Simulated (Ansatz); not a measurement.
# MgZrO3 (built on the sites of a database entry of BaZrO3): a soft mode frozen in, part 2 of 3

Aim: this structure of MgZrO3 (built on the sites of a database entry of BaZrO3) is to be tested for unstable modes, and one is followed downhill.

Ansatz 0.2.0; DFT PBEsol, scalar-relativistic, plane waves, norm-conserving pseudopotentials.

So far. Step 4 (The mode frozen in, largest atomic shift 0.6 Å): The run ends at a pressure of 1.22 GPa, with forces up to 0.99 eV/Å. Step 5 (Energy along the mode, all amplitudes (two of the runs …): The lowest of the steps tried is the last one, at 0.6 Å, 235 meV/atom below the parent; the bottom of the well need not coincide with a step.

The structure was built from a prototype and need not be the compound's stable phase.

## (6) Relaxing from the distorted cell

Starting from the lowest point found, all atoms and the cell are let go, so that strain and other modes of the same symmetry can join in.

The input, input.yaml:

```yaml
crystal:
  lattice:
    - [4.071198049, 0.0, 0.0]
    - [0.0, 4.071198049, 0.0]
    - [0.0, 0.0, 4.071198049]
  atoms:
    - { symbol: Mg, position: [-0.0850880152, 0.0850880152, 0.0850880152] }
    - { symbol: Zr, position: [0.4975093191, 0.5024906809, 0.5024906809] }
    - { symbol: O, position: [0.0163408175, 0.436438766, 0.436438766] }
    - { symbol: O, position: [0.563561234, -0.0163408175, 0.436438766] }
    - { symbol: O, position: [0.563561234, 0.436438766, -0.0163408175] }
kpoints:
  mp_grid: { grid: [8, 8, 8] }
hamiltonian:
  xc: pbesol
  pseudopotentials: { kind: nc }
scf:
  occupations: { method: fixed }
output:
  forces: true
  stress: true
  eigenvalues: true
relax:
  adjacent_minimum: "off"
  f_tol: 0.002
  max_steps: 120
  cell: { stress_tol: 0.03 }
```

Started as:

```bash
> ansatz run input.yaml --threads 4 --pin off --max-ram 7168MiB --backend cpu --events-out ev --progress --plain --runs-dir out
```

Numbers of over 12 decimals in the logs are rounded to 6 here.

The log of the run:

```text
[...]
Crystal: 5 atoms, lattice volume = 67.479 Å³
Basis set: ecut = 1142.878222 eV, 5887 PW (Γ), exchange–correlation on 90×90×90 points (8 copies of the dense FFT grid, shifted against one another)
Bands: 25, of which v1, the nominal top of the filled ones, is band 20 counted from 1 (19 counted from 0)
Symmetry: 6 space group operations
[...]
k-points: 65 of 512 (time reversal used)
[...]
SCF iter   1: F=—  HF=-4344.867521 eV  |F-HF|=—  |Δ(HF+E_count)|=         —  Δρ=6.65e-2  dr2=3.28e0  ethr=3.10e-3  ⟨swp⟩=5.2  Hψ=6672  notcnv=0  defer=159
[...]
SCF iter   9: F=-4343.605555 eV  HF=-4343.605555 eV  |F-HF|=2.67e-9  |Δ(HF+E_count)|=   1.10e-7  Δρ=2.69e-6  dr2=4.68e-9  ethr=2.50e-10  ⟨swp⟩=12.8  Hψ=9534  notcnv=0
SCF 1 converged in 9 iterations: F = -4343.605555 eV  dr2 = 4.68e-9
relax step   1: F+E_penalty+E_count = -4343.60555466 eV  Δ(F+E_penalty+E_count) = +0.000e0 eV  max|allowed force component| = 5.737e-1 eV/Å  Δτ_max = 0.0000 Å  P = +1.223 GPa  Ω = 67.479 Å³  (9 SCF iters, dr2 threshold 1.00e-7 eV, accepted)
Crystal: 5 atoms, lattice volume = 70.380 Å³
Basis set: ecut = 1142.878222 eV, 6229 PW (Γ), exchange–correlation on 90×90×90 points (8 copies of the dense FFT grid, shifted against one another)
[...]
iter 1 solved again at ethr=3.25e-4 eV; its pass at ethr=3.10e-3 eV (dr2=1.30e-1 eV) is discarded
[...]
SCF iter   7: F=-4343.748322 eV  HF=-4343.748322 eV  |F-HF|=1.94e-7  |Δ(HF+E_count)|=   5.78e-6  Δρ=1.77e-5  dr2=2.14e-7  ethr=1.25e-9  ⟨swp⟩=13.2  Hψ=13205  notcnv=0
SCF 2 converged in 7 iterations: F = -4343.748322 eV  dr2 = 2.14e-7
relax step   2: F+E_penalty+E_count = -4343.74832186 eV  Δ(F+E_penalty+E_count) = -1.428e-1 eV  max|allowed force component| = 2.247e-1 eV/Å  Δτ_max = 0.1329 Å  P = -0.990 GPa  Ω = 70.380 Å³  energy of the carried Pulay correction = -7.235e-4 eV  (7 SCF iters, dr2 threshold 5.00e-7 eV, accepted)
Crystal: 5 atoms, lattice volume = 70.201 Å³
Basis set: ecut = 1142.878222 eV, 6163 PW (Γ), exchange–correlation on 90×90×90 points (8 copies of the dense FFT grid, shifted against one another)
[...]
SCF iter   6: F=-4343.765615 eV  HF=-4343.765615 eV  |F-HF|=4.63e-8  |Δ(HF+E_count)|=   1.25e-6  Δρ=9.19e-6  dr2=7.44e-8  ethr=1.25e-9  ⟨swp⟩=12.3  Hψ=10855  notcnv=0
SCF 3 converged in 6 iterations: F = -4343.765615 eV  dr2 = 7.44e-8
relax step   3: F+E_penalty+E_count = -4343.76561520 eV  Δ(F+E_penalty+E_count) = -1.729e-2 eV  max|allowed force component| = 1.844e-1 eV/Å  Δτ_max = 0.0257 Å  P = -0.075 GPa  Ω = 70.201 Å³  energy of the carried Pulay correction = -6.798e-4 eV  (6 SCF iters, dr2 threshold 5.00e-7 eV, accepted)
[... from here on, the SCF cycles and remarks between the steps are left out ...]
relax step   4: F+E_penalty+E_count = -4343.77145749 eV  Δ(F+E_penalty+E_count) = -5.842e-3 eV  max|allowed force component| = 1.098e-1 eV/Å  Δτ_max = 0.0082 Å  P = +0.174 GPa  Ω = 70.231 Å³  energy of the carried Pulay correction = -6.872e-4 eV  (5 SCF iters, dr2 threshold 5.00e-7 eV, accepted)
relax step   5: F+E_penalty+E_count = -4343.77340046 eV  Δ(F+E_penalty+E_count) = -1.943e-3 eV  max|allowed force component| = 1.513e-2 eV/Å  Δτ_max = 0.0097 Å  P = -0.173 GPa  Ω = 70.552 Å³  energy of the carried Pulay correction = -7.654e-4 eV  (5 SCF iters, dr2 threshold 5.00e-7 eV, accepted)
relax step   6: F+E_penalty+E_count = -4343.77340982 eV  Δ(F+E_penalty+E_count) = -9.361e-6 eV  max|allowed force component| = 2.434e-2 eV/Å  Δτ_max = 0.0016 Å  P = +0.220 GPa  Ω = 70.411 Å³  energy of the carried Pulay correction = -7.312e-4 eV  (5 SCF iters, dr2 threshold 8.32e-8 eV, rejected (line search))
relax step   7: F+E_penalty+E_count = -4343.77347909 eV  Δ(F+E_penalty+E_count) = -7.863e-5 eV  max|allowed force component| = 5.253e-4 eV/Å  Δτ_max = 0.0012 Å  P = -0.002 GPa  Ω = 70.495 Å³  energy of the carried Pulay correction = -7.516e-4 eV  (8 SCF iters, accepted)
relax step   8: F+E_penalty+E_count = -4343.77636182 eV  Δ(F+E_penalty+E_count) = -2.883e-3 eV  max|allowed force component| = 5.998e-4 eV/Å  Δτ_max = 0.0000 Å  P = +0.115 GPa  Ω = 70.495 Å³  stress off target by 2.61e-1 GPa  SCF on the basis re-selected at this cell (its energy is not comparable with the rows above)  (5 SCF iters)
relax step   9: F+E_penalty+E_count = -4343.77643215 eV  Δ(F+E_penalty+E_count) = -7.033e-5 eV  max|allowed force component| = 2.232e-3 eV/Å  Δτ_max = 0.0024 Å  P = +0.007 GPa  Ω = 70.583 Å³  energy of the carried Pulay correction = -2.205e-5 eV  (5 SCF iters, dr2 threshold 1.70e-7 eV, accepted)
relax step  10: F+E_penalty+E_count = -4343.77643239 eV  Δ(F+E_penalty+E_count) = -2.416e-7 eV  max|allowed force component| = 3.560e-4 eV/Å  Δτ_max = 0.0001 Å  P = -0.004 GPa  Ω = 70.587 Å³  energy of the carried Pulay correction = -2.312e-5 eV  (5 SCF iters, dr2 threshold 3.11e-10 eV, accepted)
[...]
SCF iter   1: F=—  HF=-4343.776537 eV  |F-HF|=—  |Δ(HF+E_count)|=         —  Δρ=5.23e-6  dr2=1.56e-9  ethr=5.56e-8  ⟨swp⟩=5.1  Hψ=12930  notcnv=0  defer=193
eigensolver tolerance schedule: the retry pair's looser diagonalisation over-reported the residual by 14226.69 of it (diagonalisation noise at 0.34 of the residual, at the tolerance the schedule requests for it); recorded, not acted on — ethr = c·dr2/N_el stays at c = 1.0e-1
[...]
SCF iter   2: F=—  HF=-4343.776456 eV  |F-HF|=—  |Δ(HF+E_count)|=   8.15e-5  Δρ=3.02e-6  dr2=5.75e-10  ethr=3.91e-12  ⟨swp⟩=3.9  Hψ=4679  notcnv=0  defer=192
[...]
SCF iter   5: F=-4343.776456 eV  HF=-4343.776456 eV  |F-HF|=9.09e-12  |Δ(HF+E_count)|=  4.55e-12  Δρ=2.46e-7  dr2=8.17e-12  ethr=1.00e-12  ⟨swp⟩=13.1  Hψ=11140  notcnv=0
SCF 11 converged in 5 iterations: F = -4343.776456 eV  dr2 = 8.17e-12
relax step  11: F+E_penalty+E_count = -4343.77645589 eV  Δ(F+E_penalty+E_count) = -2.350e-5 eV  max|allowed force component| = 3.591e-4 eV/Å  Δτ_max = 0.0000 Å  P = -0.004 GPa  Ω = 70.587 Å³  stress off target by 6.52e-3 GPa  SCF on the basis re-selected at this cell (its energy is not comparable with the rows above)  (5 SCF iters)
[...]
SCF converged after 5 iterations
Free energy (F): -4343.776456 eV
[...]
Internal energy: -4343.776456 eV  (E = F + TS)
E sigma→0 (E₀):  -4343.776456 eV
Fermi energy:    6.543465 eV
[...]
--- Forces (eV/Å), atoms counted from 1 ---
  atom   1  Mg    -0.00024911     0.00024911     0.00024911
  atom   2  Zr    -0.00033759     0.00033759     0.00033759
  atom   3  O     -0.00013189    -0.00035902    -0.00035902
  atom   4  O      0.00035902     0.00013189    -0.00035902
  atom   5  O      0.00035902    -0.00035902     0.00013189
  max |Σ_I F_I| component: 5.51e-7 eV/Å
--- Stress (GPa, compression-positive) ---
       -0.003617      -0.002907      -0.002907
       -0.002907      -0.003617       0.002907
       -0.002907       0.002907      -0.003617
  P = ⅓ Tr σ = -0.0036 GPa (-0.036 kbar)
--- Band table (eV; the first three rows and the last of 65) ---
  k-point 0: bands = [... 16 lower, 4.9252, 5.6997, 5.6997, 5.7737, 8.4580, 10.8266, 10.8266, 11.5799, ... 1 higher]
  k-point 1: bands = [... 16 lower, 4.9594, 5.5529, 5.5765, 5.8392, 8.7652, 10.7817, 11.0707, 11.5295, ... 1 higher]
  k-point 2: bands = [... 16 lower, 4.8422, 5.3576, 5.4088, 5.8880, 9.4817, 10.8305, 11.6256, 11.6581, ... 1 higher]
  k-point 64: bands = [... 16 lower, 2.8501, 6.0249, 6.0249, 6.5435, 10.0112, 12.8674, 13.1610, 13.1610, ... 1 higher]
--- Relaxed structure (9 steps of the walk, 8 accepted, 2 SCFs on fresh bases) ---
  F+E_penalty+E_count = -4343.77645589 eV   max|allowed force component| = 3.591e-4 eV/Å   (the final SCF, on the basis selected at the relaxed cell)
  cell:  # Å, volume = 70.5869 Å³
    - [4.134446, -0.083759, -0.083759]
    - [-0.083759, 4.134446, 0.083759]
    - [-0.083759, 0.083759, 4.134446]
  atoms:
    - { symbol: Mg, position: [-0.109778, 0.109778, 0.109778] }
    - { symbol: Zr, position: [0.508112, 0.491888, 0.491888] }
    - { symbol: O, position: [0.029080, 0.435765, 0.435765] }
    - { symbol: O, position: [0.564235, -0.029080, 0.435765] }
    - { symbol: O, position: [0.564235, 0.435765, -0.029080] }
```

Elapsed: 1.7 min, on 4 threads of Arm Neoverse V2, shared host; peak memory 0.71 GiB.

Relaxation path:

| step | energy less that of the first step (eV) | largest force component (eV/Å) | pressure (GPa) | volume (Å³) |
| --- | --- | --- | --- | --- |
| 1 | 0.0000 | 0.5737 | 1.22 | 67.48 |
| 2 | -0.1428 | 0.2247 | -0.99 | 70.38 |
| 3 | -0.1601 | 0.1844 | -0.07 | 70.20 |
| 4 | -0.1659 | 0.1098 | 0.17 | 70.23 |
| 5 | -0.1678 | 0.0151 | -0.17 | 70.55 |
| 6 | -0.1679 | 0.0243 | 0.22 | 70.41 |
| 7 | -0.1679 | 0.0005 | 0.00 | 70.50 |
| 8* | -0.1708 | 0.0006 | 0.11 | 70.50 |
| 9 | -0.1709 | 0.0022 | 0.01 | 70.58 |
| 10 | -0.1709 | 0.0004 | 0.00 | 70.59 |
| 11* | -0.1709 | 0.0004 | 0.00 | 70.59 |

Relaxation steps marked * repeat the geometry before them on a plane-wave basis chosen anew for their cell, so energy and pressure can jump there. Relaxation step 6 was tried and not accepted.

Forces are held to the 6 operations that the run works with; a distortion that breaks them can't arise in this run.

| conventional cell, symmetrised | before | after | change |
| --- | --- | --- | --- |
| a (Å) | 5.758 | 5.729 | -0.5 % |
| b (Å) | 5.758 | 5.729 | -0.5 % |
| c (Å) | 7.052 | 7.451 | +5.7 % |
| volume (Å³/atom) | 13.50 | 14.12 | +4.6 % |

The atoms that moved most (Å, as changes of fractional coordinates times the final cell):

| atom | dx | dy | dz | length |
| --- | --- | --- | --- | --- |
| Mg1 | -0.106 | 0.106 | 0.106 | 0.184 |
| Zr2 | 0.046 | -0.046 | -0.046 | 0.079 |
| O3 | 0.053 | -0.004 | -0.004 | 0.053 |
| O4 | 0.004 | -0.053 | -0.004 | 0.053 |
| O5 | 0.004 | -0.004 | -0.053 | 0.053 |

Final coordinates:

```xyz
5
Lattice="4.1344 -0.0838 -0.0838 -0.0838 4.1344 0.0838 -0.0838 0.0838 4.1344" Properties=species:S:1:pos:R:3 pbc="T T T"
Mg   -0.4723    0.4723    0.4723
Zr    2.0184    2.0323    2.0323
O     0.0472    1.8357    1.8357
O     2.2987   -0.1310    1.7520
O     2.2987    1.7520   -0.1310
```

Numbers from this step:

* pressure: -0.003617 GPa
* gap on the k-mesh: 1.915 eV
* volume per atom: 14.12 Å³

The distorted start has space group R3m; the relaxation ends in R3m.

## (7) The new phase in its own primitive cell

The relaxed structure is symmetrised, reduced to its primitive cell and relaxed tightly, as its phonons need.

The input, input.yaml:

```yaml
crystal:
  lattice:
    - [2.8642683027, 1.6536860756, 2.4837406249]
    - [-2.8642683027, 1.6536860756, 2.4837406249]
    - [0.0, -3.3073721512, 2.4837406249]
  atoms:
    - { symbol: Mg, position: [0.890222205, 0.890222205, 0.890222205] }
    - { symbol: Zr, position: [0.5081118588, 0.5081118588, 0.5081118588] }
    - { symbol: O, position: [0.5642352188, 0.5642352188, 0.029080088] }
    - { symbol: O, position: [0.029080088, 0.5642352188, 0.5642352188] }
    - { symbol: O, position: [0.5642352188, 0.029080088, 0.5642352188] }
kpoints:
  mp_grid: { grid: [6, 6, 6] }
hamiltonian:
  xc: pbesol
  pseudopotentials: { kind: nc }
scf:
  occupations: { method: fixed }
output:
  forces: true
  stress: true
  eigenvalues: true
relax:
  adjacent_minimum: "off"
  f_tol: 0.001
  max_steps: 60
  cell: { stress_tol: 0.01 }
```

The log of the run:

```text
[...]
Crystal: 5 atoms, lattice volume = 70.587 Å³
Basis set: ecut = 1142.878222 eV, 6265 PW (Γ), exchange–correlation on 96×96×96 points (8 copies of the dense FFT grid, shifted against one another)
Bands: 25, of which v1, the nominal top of the filled ones, is band 20 counted from 1 (19 counted from 0)
Symmetry: 6 space group operations
[...]
cell:  # Å, volume = 70.5869 Å³
    - [2.864268, 1.653686, 2.4837406249]
    - [-2.864268, 1.653686, 2.4837406249]
    - [0.0, -3.307372, 2.4837406249]
  atoms:
    - { symbol: Mg, position: [0.890222, 0.890222, 0.890222] }
    - { symbol: Zr, position: [0.508112, 0.508112, 0.508112] }
    - { symbol: O, position: [0.564235, 0.564235, 0.029080] }
    - { symbol: O, position: [0.029080, 0.564235, 0.564235] }
    - { symbol: O, position: [0.564235, 0.029080, 0.564235] }
[key lines of the parts left out:]
SCF converged after 7 iterations
Free energy (F): -4343.776450 eV
Fermi energy:    6.543501 eV
P = ⅓ Tr σ = -0.0036 GPa (-0.036 kbar)
```

Wall time 11 s (4 threads); peak memory 0.56 GiB.

Little changed from the start: no atom moved by 0.005 Å and no cell edge by 0.1 %.

This step gave:

```yaml
pressure: -0.003575 GPa
gap_on_the_k_mesh: 1.914 eV
direct_gap_on_mesh: 2.684 eV
```

The largest force component left is 0.54 meV/Å and the pressure is -0.004 GPa, within the tolerances set. The cell now holds 14.12 Å³/atom.

[end of part 2 of 3]

[Logs are printed without paths, hosts, clocks, repeated set-up lines and the standing remarks that a program may print on its own settings, such as how far it seeks lower states.]

[Hosts, paths, dates, database ids (printed as entryN), source tags and the programs' standing remarks are cut or masked in the printed files.]
